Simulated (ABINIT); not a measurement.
## Diamond (Fd-3m, 2 atoms a cell): G0W0 on several meshes in ABINIT

Wanted: mesh dependence and cost of G0W0 for Diamond (Fd-3m, 2 atoms a cell).

Program: ABINIT 10.8.3. Level of theory: LDA and many-body steps on it, plane waves. Results are calculated unless marked as measured.

### 1. Set-up

Symmetry: Fd-3m, No. 227, cubic system. Conventional cell: a = 3.567 Å, b = 3.567 Å, c = 3.567 Å, α = 90.00°, β = 90.00°, γ = 90.00°. Nearest to C lie 4 C at 1.54 Å.

The cell and positions come from the Crystallography Open Database and are kept as given unless a step says otherwise.

### 2. Empty states on the mesh, 6×6×6 mesh, 299 bands

This step: ABINIT 10.8.3; DFT, LDA, plane waves, norm-conserving pseudopotentials.

The sums over transitions need many empty states on a uniform mesh; this step solves for them.

The input, run.abi:

```
acell 3*1.0 Angstrom
rprim 
  -0.000000000000 1.783370000000 1.783370000000
  1.783370000000 -0.000000000000 1.783370000000
  1.783370000000 1.783370000000 0.000000000000
ntypat 1
znucl 6
natom 2
typat 1 1
xred 
  0.000000000000 0.000000000000 -0.000000000000
  0.250000000000 0.250000000000 0.250000000000
pp_dirpath "pseudos"
pseudos "C.upf"
ecut 37
ngkpt 6 6 6
nshiftk 1
shiftk 0 0 0
kptopt 1
chksymbreak 0
irdden 1
istwfk *1
nband 299
prtvol 0
optdriver 6
gwr_task "HDIAGO"
paral_kgb 0
occopt 1
indata_prefix "in"
outdata_prefix "out"
tmpdata_prefix "tmp"
```

Command:

```sh
> OMP_NUM_THREADS=1 mpirun -n 4 abinit run.abi > log
```

The log of the run:

```text
.Version 10.8.3 of ABINIT. v10.8.2 released Aug 2026.

 Symmetries : space group Fd -3 m (#227); Bravais cF (face-center cubic)
[... echo of the input left out ...]
== DATASET  1 ==================================================================
-   mpi_nproc: 4, omp_nthreads: 1 (-1 if OMP is not activated)

--- !DatasetInfo
iteration_state: {dtset: 1, }
dimensions: {natom: 2, nkpt: 16, mband: 299, nsppol: 1, nspinor: 1, nspden: 1, mpw: 869, }
cutoff_energies: {ecut:  37.0, pawecutdg:  -1.0, }
[...]
Indirect band gap semiconductor
 Fundamental gap:     4.162 (eV)
   VBM:    10.035 (eV) at k: [ 0.0000E+00,  0.0000E+00,  0.0000E+00]
   CBM:    14.197 (eV) at k: [ 3.3333E-01,  3.3333E-01,  0.0000E+00]
 Direct gap:         5.561 (eV) at k: [ 0.0000E+00,  0.0000E+00,  0.0000E+00]

== END DATASET(S) ==============================================================
================================================================================

 -outvars: echo values of variables after computation  --------
           etotal      0.0000000000E+00
            nband         299
             nkpt          16
          spgroup         227
 [... the other variables as echoed above ...]

 Calculation completed.
```

Elapsed: 5 s, on 4 MPI ranks of Arm Neoverse V1, shared host; peak memory 0.37 GiB.

This step gave:

```yaml
gap: 4.162 eV
k_of_the_valence_top: 0, 0, 0
k_of_the_conduction_bottom: 0.3333, 0.3333, 0
least_direct_gap: 5.561 eV
k_points_computed: 16
lowest_point_of_the_top_converged_band_above_the_valence_top: 463.4490 eV
```

On this mesh the gap is 4.162 eV.

The density comes from a self-consistent run that is not shown.

### 3. Screening, 6×6×6 mesh, 61 bands, screening to 203.5 eV

The RPA dielectric matrix is built and inverted for each q.

This step: RPA screening on LDA, plane waves, norm-conserving pseudopotentials.

run.abi: that of step 2 with these lines changed.

```diff
@@ -20,10 +20,11 @@
 chksymbreak 0
-irdden 1
 istwfk *1
-nband 299
-prtvol 0
-optdriver 6
-gwr_task "HDIAGO"
-paral_kgb 0
 occopt 1
+irdwfk 1
+optdriver 3
+nband 61
+ecuteps 7.48
+inclvkb 2
+awtr 1
+symchi 1
 indata_prefix "in"
```

The log of the run:

```text
.Version 10.8.3 of ABINIT. v10.8.2 released Aug 2026.

 Symmetries : space group Fd -3 m (#227); Bravais cF (face-center cubic)
[... echo of the input left out ...]
== DATASET  1 ==================================================================
-   mpi_nproc: 4, omp_nthreads: 1 (-1 if OMP is not activated)

--- !DatasetInfo
iteration_state: {dtset: 1, }
dimensions: {natom: 2, nkpt: 16, mband: 61, nsppol: 1, nspinor: 1, nspden: 1, mpw: 869, }
cutoff_energies: {ecut:  37.0, pawecutdg:  -1.0, }
electrons: {nelect:   8.00000000E+00, charge:   0.00000000E+00, occopt:   1.00000000E+00, tsmear:   1.00000000E-02, }

 SCREENING: Calculation of the susceptibility and dielectric matrices

 Based on a program developped by R.W. Godby, V. Olevano, G. Onida, and L. Reining.
 Incorporated in ABINIT by V. Olevano, G.-M. Rignanese, and M. Torrent.
.Using double precision arithmetic ; gwpc =  8

[... cell and pseudopotentials left out ...]
--------------------------------------------------------------------------------

 ==== K-mesh for the wavefunctions ====
 Number of points in the irreducible wedge :    16
[... list of points left out ...]
 Together with 48 symmetry operations and time-reversal symmetry
 yields   216 points in the full Brillouin Zone.

 ==== Q-mesh for the screening function ====
 Number of points in the irreducible wedge :    16
[... list of points left out ...]
 Together with 48 symmetry operations and time-reversal symmetry
 yields   216 points in the full Brillouin Zone.

 setmesh: FFT mesh size selected  =    20x   20x   20
          total number of points  =         8000

 vcoul_init : cutoff-mode = AUXILIARY_FUNCTION
 q-points for optical limit:   1
     1)      0.000010    0.000020    0.000030

- screening: taking advantage of time-reversal symmetry
- Maximum band index for partially occupied states nbvw = 4
- Remaining bands to be divided among processors   nbcw = 57
- Number of bands treated by each node ~14

 Number of electrons calculated from density =    8.0000; Expected =    8.0000
 average of density, n =  0.104505
 r_s =    1.3170
 omega_plasma =   31.1835 [eV]

 calculating chi0 at frequencies [eV] :
  1    0.000000E+00    0.000000E+00
  2    0.000000E+00    3.118352E+01

--------------------------------------------------------------------------------
  q-point number  1        q = ( 0.000000, 0.000000, 0.000000) [r.l.u.]
--------------------------------------------------------------------------------
[... chi0 elements left out ...]
 For q-point:  0.000010 0.000020 0.000030
  dielectric constant =   5.7962
  dielectric constant without local fields =   6.2257

  Average fulfillment of the sum rule on Im[epsilon] for q-point    1 :     88.23  [%]
[... wings left out ...]
  q-point number  2        q = ( 0.166667, 0.000000, 0.000000) [r.l.u.]
--------------------------------------------------------------------------------
[... chi0 elements left out ...]
  Average fulfillment of the sum rule on Im[epsilon] for q-point    2 :     97.31  [%]

 [... 14 further q-points ...]
```

Wall time 8.7 s (4 MPI ranks); peak memory 0.43 GiB.

Numbers from this step:

```
ε∞ with local fields, on this mesh, along the program's q direction : 5.796
the same without local fields                                       : 6.226
plasma frequency                                                    : 31.18 eV
plane waves in the screening matrix                                 : 65
```

Local fields lower ε∞ by 7 %. On a Γ-centred mesh this coarse the value itself is usually too large, while a short band sum pulls it down.

### 4. 6×6×6

The self-energy is evaluated for the states that the input lists, and the levels follow from it, in one-shot runs by the linearised quasiparticle equation.

This step: G0W0 on LDA, plane waves, norm-conserving pseudopotentials.

run.abi: that of step 3 with these lines changed.

```diff
@@ -23,8 +23,21 @@
 irdwfk 1
-optdriver 3
+optdriver 4
 nband 61
+gwcalctyp 0
+ecutsigx 37
+symsigma 1
+nkptgw 4
+kptgw 
+  0.0000000000 0.0000000000 0.0000000000
+  0.3333333333 0.3333333333 0.0000000000
+  0.5000000000 0.0000000000 0.0000000000
+  0.5000000000 0.5000000000 0.0000000000
+bdgw 
+  2 7
+  3 6
+  3 6
+  3 6
 ecuteps 7.48
-inclvkb 2
-awtr 1
-symchi 1
+irdscr 1
+ppmodel 1
 indata_prefix "in"
```

The log of the run:

```text
.Version 10.8.3 of ABINIT. v10.8.2 released Aug 2026.

 Symmetries : space group Fd -3 m (#227); Bravais cF (face-center cubic)
[... echo of the input left out ...]
== DATASET  1 ==================================================================
-   mpi_nproc: 4, omp_nthreads: 1 (-1 if OMP is not activated)

--- !DatasetInfo
iteration_state: {dtset: 1, }
dimensions: {natom: 2, nkpt: 16, mband: 61, nsppol: 1, nspinor: 1, nspden: 1, mpw: 869, }
cutoff_energies: {ecut:  37.0, pawecutdg:  -1.0, }
electrons: {nelect:   8.00000000E+00, charge:   0.00000000E+00, occopt:   1.00000000E+00, tsmear:   1.00000000E-02, }

 SIGMA: Calculation of the GW corrections

 Based on a program developped by R.W. Godby, V. Olevano, G. Onida, and L. Reining.
 Incorporated in ABINIT by V. Olevano, G.-M. Rignanese, and M. Torrent.
.Using double precision arithmetic ; gwpc =  8

[... cell and pseudopotentials left out ...]
--------------------------------------------------------------------------------

 ==== K-mesh for the wavefunctions ====
 Number of points in the irreducible wedge :    16
[... list of points left out ...]
 Together with 48 symmetry operations and time-reversal symmetry
 yields   216 points in the full Brillouin Zone.

 ==== Q-mesh for screening function ====
 Number of points in the irreducible wedge :    16
[... list of points left out ...]
 Together with 48 symmetry operations and time-reversal symmetry
 yields   216 points in the full Brillouin Zone.

 vcoul_init : cutoff-mode = AUXILIARY_FUNCTION
 q-points for optical limit:   1
     1)      0.000010    0.000020    0.000030
 setmesh: FFT mesh size selected  =    32x   32x   32
          total number of points  =        32768

 Number of electrons calculated from density =    8.0000; Expected =    8.0000
 average of density, n =  0.104505
 r_s =    1.3170
 omega_plasma =   31.1835 [eV]

 === KS Band Gaps ===
  >>>> For spin  1
   Minimum direct gap =   5.5609 [eV], located at k-point      :   0.0000  0.0000  0.0000
   Fundamental gap    =   4.1619 [eV], Top of valence bands at :   0.0000  0.0000  0.0000
                                       Bottom of conduction at :   0.3333  0.3333  0.0000
 SIGMA fundamental parameters:
 PLASMON POLE MODEL  1
 number of plane-waves for SigmaX                  869
 number of plane-waves for SigmaC and W             65
 number of plane-waves for wavefunctions           869
 number of bands                                    61
 number of independent spin polarizations            1
 number of spinorial components                      1
 number of k-points in IBZ                          16
 number of q-points in IBZ                          16
 number of symmetry operations                      48
 number of k-points in BZ                          216
 number of q-points in BZ                          216
 number of frequencies for dSigma/dE                 9
 frequency step for dSigma/dE [eV]                0.25
 number of omega for Sigma on real axis              0
 max omega for Sigma on real axis  [eV]           0.00
 zcut for avoiding poles [eV]                     0.10

 EPSILON^-1 parameters (SCR file):
 dimension of the eps^-1 matrix on file             65
 dimension of the eps^-1 matrix used                65
 number of plane-waves for wavefunctions           869
 number of bands                                    61
 number of q-points in IBZ                          16
 number of frequencies                               2
 number of real frequencies                          1
 number of imag frequencies                          1

 matrix elements of self-energy operator (all in [eV])

 Perturbative Calculation

--- !SelfEnergy_ee
iteration_state: {dtset: 1, }
kpoint     : [   0.000,    0.000,    0.000, ]
spin       : 1
KS_gap     :    5.561
QP_gap     :    7.342
Delta_QP_KS:    1.781
data: !SigmaeeData |
     Band     E0 <VxcDFT>   SigX SigC(E0)      Z dSigC/dE  Sig(E)    E-E0       E
        2  10.035 -16.825 -19.311   1.639   0.830  -0.205 -17.528  -0.703   9.332
        3  10.035 -16.825 -19.311   1.639   0.830  -0.205 -17.528  -0.703   9.332
        4  10.035 -16.825 -19.311   1.639   0.830  -0.205 -17.528  -0.703   9.332
        5  15.596 -15.621  -9.487  -4.838   0.831  -0.203 -14.543   1.078  16.674
        6  15.596 -15.621  -9.487  -4.838   0.831  -0.203 -14.543   1.078  16.674
        7  15.596 -15.621  -9.487  -4.838   0.831  -0.203 -14.543   1.078  16.674

--- !SelfEnergy_ee
iteration_state: {dtset: 1, }
kpoint     : [   0.333,    0.333,    0.000, ]
spin       : 1
KS_gap     :    9.488
QP_gap     :   11.239
Delta_QP_KS:    1.751
data: !SigmaeeData |
     Band     E0 <VxcDFT>   SigX SigC(E0)      Z dSigC/dE  Sig(E)    E-E0       E
[...]
--- !SelfEnergy_ee
iteration_state: {dtset: 1, }
kpoint     : [   0.500,    0.000,    0.000, ]
spin       : 1
KS_gap     :   11.232
QP_gap     :   13.306
Delta_QP_KS:    2.074
data: !SigmaeeData |
     Band     E0 <VxcDFT>   SigX SigC(E0)      Z dSigC/dE  Sig(E)    E-E0       E
[...]
--- !SelfEnergy_ee
iteration_state: {dtset: 1, }
kpoint     : [   0.500,    0.500,    0.000, ]
spin       : 1
KS_gap     :   11.077
QP_gap     :   12.849
Delta_QP_KS:    1.772
data: !SigmaeeData |
     Band     E0 <VxcDFT>   SigX SigC(E0)      Z dSigC/dE  Sig(E)    E-E0       E
[...]
4   3.718 -15.857 -20.626   3.456   0.813  -0.230 -16.925  -1.068   2.650
        5  14.795 -13.770  -8.046  -4.890   0.843  -0.186 -13.066   0.704  15.499
        6  14.795 -13.770  -8.046  -4.890   0.843  -0.186 -13.066   0.704  15.499

== END DATASET(S) ==============================================================
================================================================================

 -outvars: echo values of variables after computation  --------
           etotal      0.0000000000E+00
            nband          61
             nkpt          16
          spgroup         227
 [... the other variables as echoed above ...]

 Calculation completed.
```

It took 4 s on 4 MPI ranks; peak memory 0.46 GiB.

This step gave:

- G0W0 gap on the mesh: 5.611 eV
- starting gap on the mesh: 4.162 eV
- k of the valence top: 0, 0, 0
- k of the conduction bottom: 0.3333, 0.3333, 0
- Z at the valence top: 0.83
- Z at the conduction bottom: 0.84
- least direct G0W0 gap on the computed points: 7.342 eV

The gap on the mesh goes from 4.16 eV to 5.61 eV, a correction of +1.45 eV.

### 5. Empty states on the mesh, 8×8×8 mesh, 69 bands

This step: DFT, LDA, plane waves, norm-conserving pseudopotentials.

The input, run.abi:

```
acell 3*1.0 Angstrom
rprim 
  -0.000000000000 1.783370000000 1.783370000000
  1.783370000000 -0.000000000000 1.783370000000
  1.783370000000 1.783370000000 0.000000000000
ntypat 1
znucl 6
natom 2
typat 1 1
xred 
  0.000000000000 0.000000000000 -0.000000000000
  0.250000000000 0.250000000000 0.250000000000
pp_dirpath "pseudos"
pseudos "C.upf"
ecut 37
ngkpt 8 8 8
nshiftk 1
shiftk 0 0 0
kptopt 1
chksymbreak 0
irdden 1
istwfk *1
nband 69
prtvol 0
optdriver 6
gwr_task "HDIAGO"
paral_kgb 0
occopt 1
indata_prefix "in"
outdata_prefix "out"
tmpdata_prefix "tmp"
```

The log of the run:

```text
[banner, memory and clock lines left out]
.Version 10.8.3 of ABINIT. v10.8.2 released Aug 2026.

 Symmetries : space group Fd -3 m (#227); Bravais cF (face-center cubic)
[... echo of the input left out ...]
== DATASET  1 ==================================================================
-   mpi_nproc: 4, omp_nthreads: 1 (-1 if OMP is not activated)

--- !DatasetInfo
iteration_state: {dtset: 1, }
dimensions: {natom: 2, nkpt: 29, mband: 69, nsppol: 1, nspinor: 1, nspden: 1, mpw: 869, }
cutoff_energies: {ecut:  37.0, pawecutdg:  -1.0, }
[...]
Integrated=    8.0000E+00

 === KS gaps after direct diagonalization ===
 Indirect band gap semiconductor
 Fundamental gap:     4.142 (eV)
   VBM:    10.035 (eV) at k: [ 0.0000E+00,  0.0000E+00,  0.0000E+00]
   CBM:    14.178 (eV) at k: [ 3.7500E-01,  3.7500E-01,  0.0000E+00]
 Direct gap:         5.561 (eV) at k: [ 0.0000E+00,  0.0000E+00,  0.0000E+00]

== END DATASET(S) ==============================================================

 -outvars: echo values of variables after computation  --------
           etotal      0.0000000000E+00
            nband          69
             nkpt          29
          spgroup         227
 [... the other variables as echoed above ...]

 Calculation completed.
```

Wall time 7.7 s (4 MPI ranks); peak memory 0.27 GiB.

Numbers from this step:

```
gap                                                           : 4.142 eV
k of the valence top                                          : 0, 0, 0
k of the conduction bottom                                    : 0.375, 0.375, 0
least direct gap                                              : 5.561 eV
k points computed                                             : 29
lowest point of the top converged band, above the valence top : 146.2656 eV
```

On this mesh the gap is 4.142 eV.

### 6. Screening, 8×8×8 mesh, 61 bands, screening to 203.5 eV

This step: RPA screening on LDA, plane waves, norm-conserving pseudopotentials.

run.abi: that of step 5 with these lines changed.

```diff
@@ -20,10 +20,11 @@
 chksymbreak 0
-irdden 1
 istwfk *1
-nband 69
-prtvol 0
-optdriver 6
-gwr_task "HDIAGO"
-paral_kgb 0
 occopt 1
+irdwfk 1
+optdriver 3
+nband 61
+ecuteps 7.48
+inclvkb 2
+awtr 1
+symchi 1
 indata_prefix "in"
```

The log of the run:

```text
.Version 10.8.3 of ABINIT. v10.8.2 released Aug 2026.

 Symmetries : space group Fd -3 m (#227); Bravais cF (face-center cubic)
[... echo of the input left out ...]
== DATASET  1 ==================================================================
-   mpi_nproc: 4, omp_nthreads: 1 (-1 if OMP is not activated)

--- !DatasetInfo
iteration_state: {dtset: 1, }
dimensions: {natom: 2, nkpt: 29, mband: 61, nsppol: 1, nspinor: 1, nspden: 1, mpw: 869, }
cutoff_energies: {ecut:  37.0, pawecutdg:  -1.0, }
electrons: {nelect:   8.00000000E+00, charge:   0.00000000E+00, occopt:   1.00000000E+00, tsmear:   1.00000000E-02, }

 SCREENING: Calculation of the susceptibility and dielectric matrices

 Based on a program developped by R.W. Godby, V. Olevano, G. Onida, and L. Reining.
 Incorporated in ABINIT by V. Olevano, G.-M. Rignanese, and M. Torrent.
.Using double precision arithmetic ; gwpc =  8

[... cell and pseudopotentials left out ...]
--------------------------------------------------------------------------------

 ==== K-mesh for the wavefunctions ====
 Number of points in the irreducible wedge :    29
[... list of points left out ...]
 Together with 48 symmetry operations and time-reversal symmetry
 yields   512 points in the full Brillouin Zone.

 ==== Q-mesh for the screening function ====
 Number of points in the irreducible wedge :    29
[... list of points left out ...]
 Together with 48 symmetry operations and time-reversal symmetry
 yields   512 points in the full Brillouin Zone.

 setmesh: FFT mesh size selected  =    20x   20x   20
          total number of points  =         8000

 vcoul_init : cutoff-mode = AUXILIARY_FUNCTION
 q-points for optical limit:   1
     1)      0.000010    0.000020    0.000030

- screening: taking advantage of time-reversal symmetry
- Maximum band index for partially occupied states nbvw = 4
- Remaining bands to be divided among processors   nbcw = 57
- Number of bands treated by each node ~14

 Number of electrons calculated from density =    8.0000; Expected =    8.0000
 average of density, n =  0.104505
 r_s =    1.3170
 omega_plasma =   31.1835 [eV]

 calculating chi0 at frequencies [eV] :
  1    0.000000E+00    0.000000E+00
  2    0.000000E+00    3.118352E+01

--------------------------------------------------------------------------------
  q-point number  1        q = ( 0.000000, 0.000000, 0.000000) [r.l.u.]
--------------------------------------------------------------------------------
[... chi0 elements left out ...]
 For q-point:  0.000010 0.000020 0.000030
  dielectric constant =   5.5689
  dielectric constant without local fields =   5.9877

  Average fulfillment of the sum rule on Im[epsilon] for q-point    1 :     88.23  [%]
[... wings left out ...]
  q-point number  2        q = ( 0.125000, 0.000000, 0.000000) [r.l.u.]
--------------------------------------------------------------------------------
[... chi0 elements left out ...]
  Average fulfillment of the sum rule on Im[epsilon] for q-point    2 :     97.95  [%]

 [... 27 further q-points ...]
```

Run time: 36 s. Hardware: 4 MPI ranks; peak memory 0.63 GiB.

This step gave:

```yaml
eps_infinity_with_local_fields_on_this_mesh_along_the_program_s_q_direction: 5.569
the_same_without_local_fields: 5.988
plasma_frequency: 31.18 eV
plane_waves_in_the_screening_matrix: 65
```

(Continued in part 2 of 2.)

[Paths, hosts, dates, memory and timing lines, banners, echoed tables and standing remarks are left out of the program output.]

[Logs are printed without paths, hosts, clocks, repeated set-up lines and the standing remarks that a program may print on its own settings, such as how far it seeks lower states.]

[Runs of the session that timed out or met a known fault of the program may be left out.]

[Hosts, paths, dates, database ids (printed as entryN), source tags and the programs' standing remarks are cut or masked in the printed files.]

[G0W0 gaps are taken among the corrected bands and points alone; a level outside them can change the order at an edge.]

[Where Ansatz stands beside ABINIT at settings called matched, ABINIT's density can come from a denser mesh and the files from another edition; pairs whose starting gaps differed by over 0.03 eV were left out, so agreement reads better than it is.]
